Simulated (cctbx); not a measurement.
**Symmetry from intensities**

Cell: a = 7.5210 Å, b = 4.4650 Å, c = 8.6480 Å, α = 90.00°, β = 90.00°, γ = 90.00°. Expected content of the cell: Sn4 Y4 Ga4.

The data are simulated with cctbx, not measured: Mo Kα, λ = 0.71073 Å, to d = 0.77 Å, 70 % of the full sphere, strongest reflection 40000 counts, noise from counting, a 2 % proportional error and a noise floor of 2 counts (s.d.); no absorption.

Tests on the unmerged data give:

```text
1879 reflections to d = 0.770 A
centring   violations  <I/sigma> of those
    A        683 of   930     16.4
    B        704 of   908     17.5
    C        713 of   932     18.0
    I        733 of   953     17.2
    R       1003 of  1253     17.9
    F       1050 of  1385     17.3
Laue class    unique    Rint  (classes that these axes allow; Friedel mates merged)
P -1             1213   0.019
P 1 2/m 1         737   0.022
P 1 1 2/m         699   0.021
P 2/m 1 1         704   0.022
P m m m           425   0.024
space group    extra absences  I>4sigma  <I/sigma>
P 2 2 2                 0          0         -  acentric
P 2 2 21                9          0       0.1  acentric
P 21 2 2                7          0      -0.4  acentric
P 2 21 2                4          0       0.2  acentric
P 21 21 2              11          0      -0.2  acentric
P 2 21 21              13          0       0.1  acentric
P 21 2 21              16          0      -0.1  acentric
P 21 21 21             20          0      -0.0  acentric
P m m 2                 0          0         -  acentric
P 2 m m                 0          0         -  acentric
P m 2 m                 0          0         -  acentric
P 21 m a               71          0      -0.2  acentric
P m 2 a                71          0      -0.2  acentric
P n m 21               64          0       0.0  acentric
P n 21 m               64          0       0.0  acentric
P n 21 a              135          0      -0.1  acentric
P m m m                 0          0         -  centric
P m m a                71          0      -0.2  centric
P n m m :1             64          0       0.0  centric
P n m m :2             64          0       0.0  centric
P n m a               135          0      -0.1  centric
Wilson B = 1.69 A^2   <|E^2-1|> = 0.845 (0.968 centric, 0.736 acentric)   E^2>4: 1.0 %
shell (A)         n   <I/sigma>
 8.65 - 1.54     65     38.8
 1.54 - 1.22     55     38.6
 1.22 - 1.07     54     35.5
 1.07 - 0.97     46     36.5
 0.97 - 0.90     53     32.7
 0.90 - 0.85     56     28.8
 0.85 - 0.81     48     24.8
 0.81 - 0.77     48     28.8
```

Q: Read the symmetry from these tables.

Every centring test has many violations, so the lattice is primitive.

Rint stays low (0.019 to 0.024) up to P m m m, the highest class in these axes.

21 settings pass the absence test. The most absences obeyed, 135, belong to P n 21 a and P n m a, which absences can't tell apart.

⟨|E²−1|⟩ = 0.845 lies between the two ideal values. The Wilson B of 1.69 Å² means U ≈ 0.0214 Å².

The true group is Pnma (no. 62), Laue class mmm, centrosymmetric. The tables only narrow the choice to the tied entries; cell content, site symmetry and trial solutions must settle it.

The model was made for the exercise: a known structure type with other elements put in, its volume estimated, not relaxed; displacement parameters are assumed.

[Logs are printed without paths, hosts, clocks, repeated set-up lines and the standing remarks that a program may print on its own settings, such as how far it seeks lower states.]
